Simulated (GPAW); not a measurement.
# How SiC (Moissanite 3C) absorbs and reflects light, part 2 of 2

Aim: the dielectric function of SiC (Moissanite 3C), and the optical constants that follow from it.

GPAW 26.7.0; DFT, PBE, plane-wave PAW (GPAW data sets), scalar-relativistic, RPA, optical limit.

So far. Step 2 (Ground state): There is a gap, 1.50 eV on this mesh (points off the mesh can give less), so no carriers' term is needed.

### Step 4. Dielectric function, RPA (continued)

Table of Re ε, E ∥ x by photon energy:

photon energy (eV), Re ε, E ∥ x and a bar from the least value:
```
      0.0        6.6 ##################
      0.5        6.7 ##################
      1.0        6.7 ##################
      1.5        6.9 ###################
      2.0        7.1 ###################
      2.5        7.4 ####################
      3.0        7.8 ####################
      3.5        8.4 #####################
      4.0        9.4 #######################
      4.5       11.1 ##########################
      5.0       12.4 ############################
      5.5       12.9 #############################
      6.0       13.7 ##############################
      6.5       13.7 ##############################
      7.0        0.7 #########
      7.5        0.3 ########
      8.0        1.7 ##########
      8.5       -3.0 ##
      9.0       -2.6 ###
      9.5       -3.0 ##
     10.0       -3.2 ##
     10.5       -4.4 
     11.0       -3.2 ##
     11.5       -2.0 ####
     12.0       -3.1 ##
     12.5       -2.3 ####
     13.0       -2.1 ####
     13.5       -1.7 ####
```

Table of refractive index n and extinction k by photon energy:

| photon energy (eV) | n | k |
| --- | --- | --- |
| 0.0 | 2.57 | 0 |
| 0.5 | 2.58 | 0.00243 |
| 1.0 | 2.60 | 0.00500 |
| 1.5 | 2.62 | 0.00787 |
| 2.0 | 2.66 | 0.0113 |
| 2.5 | 2.72 | 0.0156 |
| 3.0 | 2.79 | 0.0216 |
| 3.5 | 2.90 | 0.0307 |
| 4.0 | 3.06 | 0.0486 |
| 4.5 | 3.33 | 0.142 |
| 5.0 | 3.53 | 0.369 |
| 5.5 | 3.67 | 0.754 |
| 6.0 | 3.87 | 1.14 |
| 6.5 | 4.17 | 1.94 |
| 7.0 | 3.24 | 3.13 |
| 7.5 | 2.24 | 2.17 |
| 8.0 | 2.37 | 1.99 |
| 8.5 | 2.03 | 2.67 |
| 9.0 | 1.87 | 2.47 |
| 9.5 | 1.66 | 2.40 |
| 10.0 | 1.40 | 2.26 |
| 10.5 | 0.970 | 2.31 |
| 11.0 | 0.803 | 1.97 |
| 11.5 | 1.05 | 1.76 |
| 12.0 | 0.869 | 1.97 |
| 12.5 | 0.664 | 1.65 |
| 13.0 | 0.621 | 1.58 |
| 13.5 | 0.648 | 1.46 |

The Im ε, E ∥ x has structure finer than the step of the table below, so its rows give means over 0.25 eV, whole bins alone (the curve runs from 0 to 14.0 eV). Peaks (eV: height): without local fields 6.875: 22.7, 8.269: 16.1; with local fields 6.930: 21.0, 8.269: 13.7.

Values under the direct gap are tails of Lorentzian lines. The Im ε, E ∥ x by photon energy; means over each step:

| photon energy (eV) | without local fields | with local fields |
| --- | --- | --- |
| 0.25 | 0.00699 | 0.00622 |
| 0.50 | 0.0141 | 0.0125 |
| 0.75 | 0.0214 | 0.0191 |
| 1.00 | 0.0292 | 0.0260 |
| 1.25 | 0.0375 | 0.0333 |
| 1.50 | 0.0465 | 0.0413 |
| 1.75 | 0.0565 | 0.0502 |
| 2.00 | 0.0678 | 0.0602 |
| 2.25 | 0.0808 | 0.0716 |
| 2.50 | 0.0959 | 0.0849 |
| 2.75 | 0.114 | 0.101 |
| 3.00 | 0.137 | 0.121 |
| 3.25 | 0.165 | 0.146 |
| 3.50 | 0.203 | 0.179 |
| 3.75 | 0.258 | 0.226 |
| 4.00 | 0.344 | 0.300 |
| 4.25 | 0.521 | 0.453 |
| 4.50 | 1.13 | 0.977 |
| 4.75 | 2.17 | 1.87 |
| 5.00 | 3.09 | 2.63 |
| 5.25 | 4.88 | 4.11 |
| 5.50 | 6.39 | 5.44 |
| 5.75 | 8.08 | 6.79 |
| 6.00 | 10.4 | 8.75 |
| 6.25 | 12.5 | 10.4 |
| 6.50 | 18.4 | 15.7 |
| 6.75 | 21.7 | 19.5 |
| 7.00 | 20.7 | 19.6 |
| 7.25 | 12.4 | 12.0 |
| 7.50 | 10.6 | 9.66 |
| 7.75 | 11.9 | 10.5 |
| 8.00 | 11.7 | 10.1 |
| 8.25 | 15.2 | 13.0 |
| 8.50 | 11.9 | 10.9 |
| 8.75 | 10.3 | 9.20 |
| 9.00 | 9.95 | 9.18 |
| 9.25 | 8.72 | 8.35 |
| 9.50 | 8.08 | 7.88 |
| 9.75 | 6.80 | 6.86 |
| 10.00 | 6.19 | 6.29 |
| 10.25 | 5.65 | 6.03 |
| 10.50 | 4.11 | 4.55 |
| 10.75 | 3.53 | 3.81 |
| 11.00 | 2.96 | 3.19 |
| 11.25 | 2.94 | 2.97 |
| 11.50 | 3.61 | 3.61 |
| 11.75 | 3.63 | 3.76 |
| 12.00 | 3.02 | 3.39 |
| 12.25 | 2.22 | 2.49 |
| 12.50 | 2.09 | 2.26 |
| 12.75 | 2.05 | 2.26 |
| 13.00 | 1.79 | 1.99 |
| 13.25 | 1.73 | 1.90 |
| 13.50 | 1.73 | 1.89 |
| 13.75 | 1.65 | 1.82 |

The loss function −Im 1/ε at q → 0, E ∥ x has structure finer than the step of the table below, so its rows give means over 0.5 eV, whole bins alone (the curve runs from 0 to 14.0 eV). Peaks (eV: height): 11.33: 0.235.

Values under the direct gap are tails of Lorentzian lines. Table of loss function −Im 1/ε at q → 0, E ∥ x by energy loss; means over each step:

| energy loss (eV) | loss function −Im 1/ε at q → 0, E ∥ x |
| --- | --- |
| 0.5 | 2.8e-4 |
| 1.0 | 5.7e-4 |
| 1.5 | 8.7e-4 |
| 2.0 | 0.00120 |
| 2.5 | 0.00156 |
| 3.0 | 0.00198 |
| 3.5 | 0.00253 |
| 4.0 | 0.00346 |
| 4.5 | 0.00816 |
| 5.0 | 0.0167 |
| 5.5 | 0.0262 |
| 6.0 | 0.0327 |
| 6.5 | 0.0360 |
| 7.0 | 0.0537 |
| 7.5 | 0.0987 |
| 8.0 | 0.0897 |
| 8.5 | 0.0881 |
| 9.0 | 0.103 |
| 9.5 | 0.109 |
| 10.0 | 0.120 |
| 10.5 | 0.120 |
| 11.0 | 0.164 |
| 11.5 | 0.213 |
| 12.0 | 0.170 |
| 12.5 | 0.210 |
| 13.0 | 0.240 |
| 13.5 | 0.281 |

At chosen wavelengths:

| wavelength (nm) | n | k | R (%) | 1/α |
| --- | --- | --- | --- | --- |
| 1550 | 2.59 | 0.004 | 19.6 | 31 µm |
| 1064 | 2.60 | 0.006 | 19.8 | 14 µm |
| 532 | 2.70 | 0.014 | 21.1 | 3.0 µm |
| 450 | 2.75 | 0.018 | 21.8 | 1.9 µm |
| 405 | 2.80 | 0.022 | 22.5 | 1.4 µm |
| 308 | 3.07 | 0.050 | 25.9 | 490 nm |
| 248 | 3.53 | 0.369 | 31.7 | 54 nm |

Below the direct gap, k and the depth come from the tails of the Lorentzian lines, not from transitions.

Rows near the edge hang on the gap, which this functional as a rule makes too small, and phonon-assisted absorption is left out.

### Step 5. What came out

```yaml
electronic_dielectric_constant_eps_infinity_mean_over_x_y_and_z_by_symmetry_where_fewer_were_run_rpa: 6.63
main_peak_of_im_epsilon_first_axis: 6.91 eV
```

**Reading.** At this level (PBE, RPA) SiC has ε∞ = 6.63 and n = 2.59 at 1550 nm, and Im ε peaks at 6.9 eV. On the mesh the gap is 1.35 eV and the least direct gap 4.54 eV, so on this mesh the band edges lie at different points. Local fields change the static value along x from 7.11 to 6.63 (-7 %). Distinct maxima of Im ε, read by a parabola through the highest points, lie at 6.91 eV (21), 7.80 eV (11), 8.28 eV (14) and 11.85 eV (3.9). Excitons and phonon-assisted transitions are missing; PBE gaps are as a rule too small, which pulls the onset down and ε∞ up. The sum runs over mesh points, so small or evenly spaced maxima can still be ripples of the mesh.

[Machine, clock and banner lines and Python warnings are left out of the logs.]

[Logs are printed without paths, hosts, clocks, repeated set-up lines and the standing remarks that a program may print on its own settings, such as how far it seeks lower states.]

[Hosts, paths, dates, database ids (printed as entryN), source tags and the programs' standing remarks are cut or masked in the printed files.]
